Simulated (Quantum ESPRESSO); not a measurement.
# How the plane-wave cutoff moves the magnetism of CrB2, part 2 of 2

Wanted: the cheapest choice of the plane-wave cutoff that holds the magnetic results of CrB2.

Quantum ESPRESSO 7.5; LDA; plane waves with GBRV 1.5 LDA potentials, no spin-orbit coupling (settings of the first rung).

So far, largest spin moment in the atom's sphere (μB): step 2 (rung 1, start ferro +) 0.772; step 3 (rung 1, start antiferro q=(0,1/2,0) +-) 0.988; step 4 (rung 2, start ferro +) 0.691; step 5 (rung 2, start antiferro q=(0,1/2,0) +-) 0.935; step 6 (rung 3, start ferro +) 0.733.

### Step 7. Rung 3, start antiferro q=(0,1/2,0) +-

Input file pw.in:

```
&CONTROL
  calculation = 'scf'
  prefix = 'pwscf'
  outdir = './tmp'
  pseudo_dir = './pseudo'
  disk_io = 'nowf'
  tprnfor = .true.
  tstress = .true.
/
&SYSTEM
  ibrav = 0
  nat = 6
  ntyp = 3
  ecutwfc = 32
  ecutrho = 224
  nbnd = 29
  occupations = 'smearing'
  smearing = 'fd'
  degauss = 0.00734986
  nspin = 2
  starting_magnetization(1) = 0.1786
  starting_magnetization(2) = -0.1786
  starting_magnetization(3) = 0
/
&ELECTRONS
  conv_thr = 1.2d-08
  electron_maxstep = 150
  mixing_beta = 0.3
/
ATOMIC_SPECIES
Cr1    51.9961 cr_lda_v1.5.uspp.F.UPF
Cr2    51.9961 cr_lda_v1.5.uspp.F.UPF
B      10.8100 b_lda_v1.4.uspp.F.UPF
CELL_PARAMETERS bohr
   5.6124865901    0.0000000000    0.0000000000
  -5.6124865901    9.7211119308    0.0000000000
   0.0000000000    0.0000000000    5.8014592026
ATOMIC_POSITIONS crystal
Cr1     0.0000000000    0.0000000000    0.0000000000
Cr2     0.0000000000    0.5000000000    0.0000000000
B       0.3333333333    0.3333333334    0.5000000000
B       0.3333333333    0.8333333333    0.5000000000
B       0.6666666667    0.1666666666    0.5000000000
B       0.6666666667    0.6666666666    0.5000000000
K_POINTS automatic
10 5 10 0 0 0
```

The run is started by

```sh
$ OMP_NUM_THREADS=1 mpirun -n 2 pw.x -nk 2 -in pw.in > pw.out
```

Log:

```text
     [... lines left out ...]
Program PWSCF v.7.5 starts
     [... lines left out ...]
     number of atoms/cell      =            6
     [... lines left out ...]
     number of electrons       =        40.00
     number of Kohn-Sham states=           29
     kinetic-energy cutoff     =      32.0000  Ry
     charge density cutoff     =     224.0000  Ry
     scf convergence threshold =      1.2E-08
     [... lines left out ...]
      8 Sym. Ops., with inversion, found
     [... lines left out ...]
     number of k points=   108  Fermi-Dirac smearing, width (Ry)=  0.0073
     [... lines left out ...]
     iteration # 15     ecut=    32.00 Ry     beta= 0.30
     [... lines left out ...]
     Magnetic moment per site  (integrated on atomic sphere of radius R)
     atom   1 (R=0.320)  charge= 11.8283  magn=  0.9518
     atom   2 (R=0.320)  charge= 11.8284  magn= -0.9520
     atom   3 (R=0.238)  charge=  1.3345  magn=  0.0052
     atom   4 (R=0.238)  charge=  1.3345  magn= -0.0052
     atom   5 (R=0.238)  charge=  1.3345  magn= -0.0052
     atom   6 (R=0.238)  charge=  1.3345  magn=  0.0052
     [... lines left out ...]
     the Fermi energy is    16.2735 ev
!    total energy              =    -376.66051131 Ry
     estimated scf accuracy    <          4.7E-09 Ry
     smearing contrib. (-TS)   =      -0.00935807 Ry
     [... lines left out ...]
     total magnetization       =    -0.00 Bohr mag/cell
     absolute magnetization    =     2.18 Bohr mag/cell
     convergence has been achieved in  15 iterations
     [... lines left out ...]
     Total force =     0.000566     Total SCF correction =     0.000021
     [... lines left out ...]
          total   stress  (Ry/bohr**3)                   (kbar)     P=     -202.18
     [... lines left out ...]
```

It took 90 s on 2 MPI ranks of Arm Neoverse V1, shared host; peak memory 0.27 GiB; 3 min of CPU time.

Read from the output:

| Property | Result |
| --- | --- |
| magnetization | 0 μB |
| final state | antiferromagnetic |
| largest moment | 0.9520 μB |

### Step 8. Rung 4, start ferro +

Input file pw.in:

```
&CONTROL
  calculation = 'scf'
  prefix = 'pwscf'
  outdir = './tmp'
  pseudo_dir = './pseudo'
  disk_io = 'nowf'
  tprnfor = .true.
  tstress = .true.
/
&SYSTEM
  ibrav = 0
  nat = 3
  ntyp = 2
  ecutwfc = 40
  ecutrho = 280
  nbnd = 18
  occupations = 'smearing'
  smearing = 'fd'
  degauss = 0.00734986
  nspin = 2
  starting_magnetization(1) = 0.1786
  starting_magnetization(2) = 0
/
&ELECTRONS
  conv_thr = 6d-09
  electron_maxstep = 150
  mixing_beta = 0.3
/
ATOMIC_SPECIES
Cr     51.9961 cr_lda_v1.5.uspp.F.UPF
B      10.8100 b_lda_v1.4.uspp.F.UPF
CELL_PARAMETERS bohr
   5.6124865901    0.0000000000    0.0000000000
  -2.8062432951    4.8605559654    0.0000000000
   0.0000000000    0.0000000000    5.8014592026
ATOMIC_POSITIONS crystal
Cr      0.0000000000    0.0000000000    0.0000000000
B       0.3333333333    0.6666666667    0.5000000000
B       0.6666666667    0.3333333333    0.5000000000
K_POINTS automatic
10 10 10 0 0 0
```

Log:

```text
     [... lines left out ...]
Program PWSCF v.7.5 starts
     [... lines left out ...]
     number of atoms/cell      =            3
     [... lines left out ...]
     number of electrons       =        20.00
     number of Kohn-Sham states=           18
     kinetic-energy cutoff     =      40.0000  Ry
     charge density cutoff     =     280.0000  Ry
     scf convergence threshold =      6.0E-09
     [... lines left out ...]
     24 Sym. Ops., with inversion, found
     [... lines left out ...]
     number of k points=    84  Fermi-Dirac smearing, width (Ry)=  0.0073
     [... lines left out ...]
     iteration # 16     ecut=    40.00 Ry     beta= 0.30
     [... lines left out ...]
     Magnetic moment per site  (integrated on atomic sphere of radius R)
     atom   1 (R=0.320)  charge= 11.8262  magn=  0.7302
     atom   2 (R=0.238)  charge=  1.3336  magn= -0.0041
     atom   3 (R=0.238)  charge=  1.3336  magn= -0.0041
     [... lines left out ...]
     the Fermi energy is    16.2651 ev
!    total energy              =    -188.33117811 Ry
     estimated scf accuracy    <          3.8E-09 Ry
     smearing contrib. (-TS)   =      -0.00584807 Ry
     [... lines left out ...]
     total magnetization       =     0.79 Bohr mag/cell
     absolute magnetization    =     0.81 Bohr mag/cell
     convergence has been achieved in  16 iterations
     [... lines left out ...]
     Total force =     0.000000     Total SCF correction =     0.000000
     [... lines left out ...]
          total   stress  (Ry/bohr**3)                   (kbar)     P=     -190.13
     [... lines left out ...]
```

Elapsed: 24 s, on 2 MPI ranks; peak memory 0.18 GiB.

This step gave:

```
magnetization  : 0.785 μB
final state    : ferromagnetic
largest moment : 0.7302 μB
```

### Step 9. Rung 4, start antiferro q=(0,1/2,0) +-

Input file pw.in:

```
&CONTROL
  calculation = 'scf'
  prefix = 'pwscf'
  outdir = './tmp'
  pseudo_dir = './pseudo'
  disk_io = 'nowf'
  tprnfor = .true.
  tstress = .true.
/
&SYSTEM
  ibrav = 0
  nat = 6
  ntyp = 3
  ecutwfc = 40
  ecutrho = 280
  nbnd = 29
  occupations = 'smearing'
  smearing = 'fd'
  degauss = 0.00734986
  nspin = 2
  starting_magnetization(1) = 0.1786
  starting_magnetization(2) = -0.1786
  starting_magnetization(3) = 0
/
&ELECTRONS
  conv_thr = 1.2d-08
  electron_maxstep = 150
  mixing_beta = 0.3
/
ATOMIC_SPECIES
Cr1    51.9961 cr_lda_v1.5.uspp.F.UPF
Cr2    51.9961 cr_lda_v1.5.uspp.F.UPF
B      10.8100 b_lda_v1.4.uspp.F.UPF
CELL_PARAMETERS bohr
   5.6124865901    0.0000000000    0.0000000000
  -5.6124865901    9.7211119308    0.0000000000
   0.0000000000    0.0000000000    5.8014592026
ATOMIC_POSITIONS crystal
Cr1     0.0000000000    0.0000000000    0.0000000000
Cr2     0.0000000000    0.5000000000    0.0000000000
B       0.3333333333    0.3333333334    0.5000000000
B       0.3333333333    0.8333333333    0.5000000000
B       0.6666666667    0.1666666666    0.5000000000
B       0.6666666667    0.6666666666    0.5000000000
K_POINTS automatic
10 5 10 0 0 0
```

Log:

```text
     [... lines left out ...]
Program PWSCF v.7.5 starts
     [... lines left out ...]
     number of atoms/cell      =            6
     [... lines left out ...]
     number of electrons       =        40.00
     number of Kohn-Sham states=           29
     kinetic-energy cutoff     =      40.0000  Ry
     charge density cutoff     =     280.0000  Ry
     scf convergence threshold =      1.2E-08
     [... lines left out ...]
      8 Sym. Ops., with inversion, found
     [... lines left out ...]
     number of k points=   108  Fermi-Dirac smearing, width (Ry)=  0.0073
     [... lines left out ...]
     iteration # 15     ecut=    40.00 Ry     beta= 0.30
     [... lines left out ...]
     Magnetic moment per site  (integrated on atomic sphere of radius R)
     atom   1 (R=0.320)  charge= 11.8272  magn=  0.9505
     atom   2 (R=0.320)  charge= 11.8271  magn= -0.9503
     atom   3 (R=0.238)  charge=  1.3344  magn=  0.0052
     atom   4 (R=0.238)  charge=  1.3344  magn= -0.0052
     atom   5 (R=0.238)  charge=  1.3344  magn= -0.0052
     atom   6 (R=0.238)  charge=  1.3344  magn=  0.0052
     [... lines left out ...]
     the Fermi energy is    16.2739 ev
!    total energy              =    -376.66495768 Ry
     estimated scf accuracy    <          7.7E-09 Ry
     smearing contrib. (-TS)   =      -0.00935771 Ry
     [... lines left out ...]
     total magnetization       =     0.00 Bohr mag/cell
     absolute magnetization    =     2.18 Bohr mag/cell
     convergence has been achieved in  15 iterations
     [... lines left out ...]
     Total force =     0.000563     Total SCF correction =     0.000051
     [... lines left out ...]
          total   stress  (Ry/bohr**3)                   (kbar)     P=     -181.40
     [... lines left out ...]
```

The job ended after 1.8 min (2 MPI ranks; peak memory 0.34 GiB).

Numbers from this step:

```
magnetization  : 0 μB
final state    : antiferromagnetic
largest moment : 0.9505 μB
```

### Step 10. Rung 5, start ferro +

Input file pw.in:

```
&CONTROL
  calculation = 'scf'
  prefix = 'pwscf'
  outdir = './tmp'
  pseudo_dir = './pseudo'
  disk_io = 'nowf'
  tprnfor = .true.
  tstress = .true.
/
&SYSTEM
  ibrav = 0
  nat = 3
  ntyp = 2
  ecutwfc = 56
  ecutrho = 392
  nbnd = 18
  occupations = 'smearing'
  smearing = 'fd'
  degauss = 0.00734986
  nspin = 2
  starting_magnetization(1) = 0.1786
  starting_magnetization(2) = 0
/
&ELECTRONS
  conv_thr = 6d-09
  electron_maxstep = 150
  mixing_beta = 0.3
/
ATOMIC_SPECIES
Cr     51.9961 cr_lda_v1.5.uspp.F.UPF
B      10.8100 b_lda_v1.4.uspp.F.UPF
CELL_PARAMETERS bohr
   5.6124865901    0.0000000000    0.0000000000
  -2.8062432951    4.8605559654    0.0000000000
   0.0000000000    0.0000000000    5.8014592026
ATOMIC_POSITIONS crystal
Cr      0.0000000000    0.0000000000    0.0000000000
B       0.3333333333    0.6666666667    0.5000000000
B       0.6666666667    0.3333333333    0.5000000000
K_POINTS automatic
10 10 10 0 0 0
```

Log:

```text
     [... lines left out ...]
Program PWSCF v.7.5 starts
     [... lines left out ...]
     number of atoms/cell      =            3
     [... lines left out ...]
     number of electrons       =        20.00
     number of Kohn-Sham states=           18
     kinetic-energy cutoff     =      56.0000  Ry
     charge density cutoff     =     392.0000  Ry
     scf convergence threshold =      6.0E-09
     [... lines left out ...]
     24 Sym. Ops., with inversion, found
     [... lines left out ...]
     number of k points=    84  Fermi-Dirac smearing, width (Ry)=  0.0073
     [... lines left out ...]
     iteration # 17     ecut=    56.00 Ry     beta= 0.30
     [... lines left out ...]
     Magnetic moment per site  (integrated on atomic sphere of radius R)
     atom   1 (R=0.320)  charge= 11.8275  magn=  0.7319
     atom   2 (R=0.238)  charge=  1.3321  magn= -0.0041
     atom   3 (R=0.238)  charge=  1.3321  magn= -0.0041
     [... lines left out ...]
     the Fermi energy is    16.2638 ev
!    total energy              =    -188.33163623 Ry
     estimated scf accuracy    <          2.9E-10 Ry
     smearing contrib. (-TS)   =      -0.00584808 Ry
     [... lines left out ...]
     total magnetization       =     0.79 Bohr mag/cell
     absolute magnetization    =     0.82 Bohr mag/cell
     convergence has been achieved in  17 iterations
     [... lines left out ...]
     Total force =     0.000000     Total SCF correction =     0.000000
     [... lines left out ...]
          total   stress  (Ry/bohr**3)                   (kbar)     P=     -190.26
     [... lines left out ...]
```

Wall time 42 s (2 MPI ranks); peak memory 0.24 GiB.

Numbers from this step:

* magnetization: 0.787 μB
* final state: ferromagnetic
* largest moment: 0.7319 μB

### Step 11. Rung 5, start antiferro q=(0,1/2,0) +-

Input file pw.in:

```
&CONTROL
  calculation = 'scf'
  prefix = 'pwscf'
  outdir = './tmp'
  pseudo_dir = './pseudo'
  disk_io = 'nowf'
  tprnfor = .true.
  tstress = .true.
/
&SYSTEM
  ibrav = 0
  nat = 6
  ntyp = 3
  ecutwfc = 56
  ecutrho = 392
  nbnd = 29
  occupations = 'smearing'
  smearing = 'fd'
  degauss = 0.00734986
  nspin = 2
  starting_magnetization(1) = 0.1786
  starting_magnetization(2) = -0.1786
  starting_magnetization(3) = 0
/
&ELECTRONS
  conv_thr = 1.2d-08
  electron_maxstep = 150
  mixing_beta = 0.3
/
ATOMIC_SPECIES
Cr1    51.9961 cr_lda_v1.5.uspp.F.UPF
Cr2    51.9961 cr_lda_v1.5.uspp.F.UPF
B      10.8100 b_lda_v1.4.uspp.F.UPF
CELL_PARAMETERS bohr
   5.6124865901    0.0000000000    0.0000000000
  -5.6124865901    9.7211119308    0.0000000000
   0.0000000000    0.0000000000    5.8014592026
ATOMIC_POSITIONS crystal
Cr1     0.0000000000    0.0000000000    0.0000000000
Cr2     0.0000000000    0.5000000000    0.0000000000
B       0.3333333333    0.3333333334    0.5000000000
B       0.3333333333    0.8333333333    0.5000000000
B       0.6666666667    0.1666666666    0.5000000000
B       0.6666666667    0.6666666666    0.5000000000
K_POINTS automatic
10 5 10 0 0 0
```

Log:

```text
     [... lines left out ...]
Program PWSCF v.7.5 starts
     [... lines left out ...]
     number of atoms/cell      =            6
     [... lines left out ...]
     number of electrons       =        40.00
     number of Kohn-Sham states=           29
     kinetic-energy cutoff     =      56.0000  Ry
     charge density cutoff     =     392.0000  Ry
     scf convergence threshold =      1.2E-08
     [... lines left out ...]
      8 Sym. Ops., with inversion, found
     [... lines left out ...]
     number of k points=   108  Fermi-Dirac smearing, width (Ry)=  0.0073
     [... lines left out ...]
     iteration # 15     ecut=    56.00 Ry     beta= 0.30
     [... lines left out ...]
     Magnetic moment per site  (integrated on atomic sphere of radius R)
     atom   1 (R=0.320)  charge= 11.8283  magn=  0.9508
     atom   2 (R=0.320)  charge= 11.8283  magn= -0.9509
     atom   3 (R=0.238)  charge=  1.3329  magn=  0.0052
     atom   4 (R=0.238)  charge=  1.3329  magn= -0.0052
     atom   5 (R=0.238)  charge=  1.3329  magn= -0.0052
     atom   6 (R=0.238)  charge=  1.3329  magn=  0.0052
     [... lines left out ...]
     the Fermi energy is    16.2730 ev
!    total energy              =    -376.66587856 Ry
     estimated scf accuracy    <       0.00000001 Ry
     smearing contrib. (-TS)   =      -0.00935583 Ry
     [... lines left out ...]
     total magnetization       =    -0.00 Bohr mag/cell
     absolute magnetization    =     2.18 Bohr mag/cell
     convergence has been achieved in  15 iterations
     [... lines left out ...]
     Total force =     0.000562     Total SCF correction =     0.000045
     [... lines left out ...]
          total   stress  (Ry/bohr**3)                   (kbar)     P=     -182.43
     [... lines left out ...]
```

Elapsed: 3.1 min, on 2 MPI ranks; peak memory 0.49 GiB.

Numbers from this step:

| Property | Result |
| --- | --- |
| magnetization | 0 μB |
| final state | antiferromagnetic |
| largest moment | 0.9509 μB |

### Step 12. The rungs together

Ladder, by row:

```
rung  cutoff (eV)  state from the first start  state from the second start  second less first (meV a seeded atom)  moment, first (μB)  moment, second (μB)  CPU time (s)
   1          245               ferromagnetic            antiferromagnetic                                    -20              0.7721               0.9875         66.34
   2          327               ferromagnetic            antiferromagnetic                                 -16.62               0.691               0.9347         126.4
   3          435               ferromagnetic            antiferromagnetic                                 -17.72              0.7334                0.952         223.2
   4          544               ferromagnetic            antiferromagnetic                                  -17.7              0.7302               0.9505         260.5
   5          762               ferromagnetic            antiferromagnetic                                 -17.73              0.7319               0.9509         450.4
```

### Step 13. Results

```yaml
range_of_the_largest_moment_first_start: 0.691 to 0.772 μB; second start 0.935 to 0.988 μB
range_of_cpu_time: 66 s to 7.5 min
range_of_the_energy_difference: -20.0 to -16.6 meV a seeded atom
first_rung_that_agrees_with_the_last_margins_below: 3
```

**Reading.** From rung 3 on the states are those of the last rung, the moments stay within 0.05 μB of it and the difference within 1 meV; rung 3 took 50 % of its CPU time. Energies are free energies at an electronic temperature of 1160 K, which lowers moments and differences where the moments are itinerant.

[Logs and program files are shortened in this print: banners, set-up blocks, solver, clock and traceback lines can be left out without a mark of their own.]

[Logs are printed without paths, hosts, clocks, repeated set-up lines and the standing remarks that a program may print on its own settings, such as how far it seeks lower states.]

[Hosts, paths, dates, database ids (printed as entryN), source tags and the programs' standing remarks are cut or masked in the printed files.]

[Where a cell is said to come from a database of computed structures, the database is the Materials Project.]
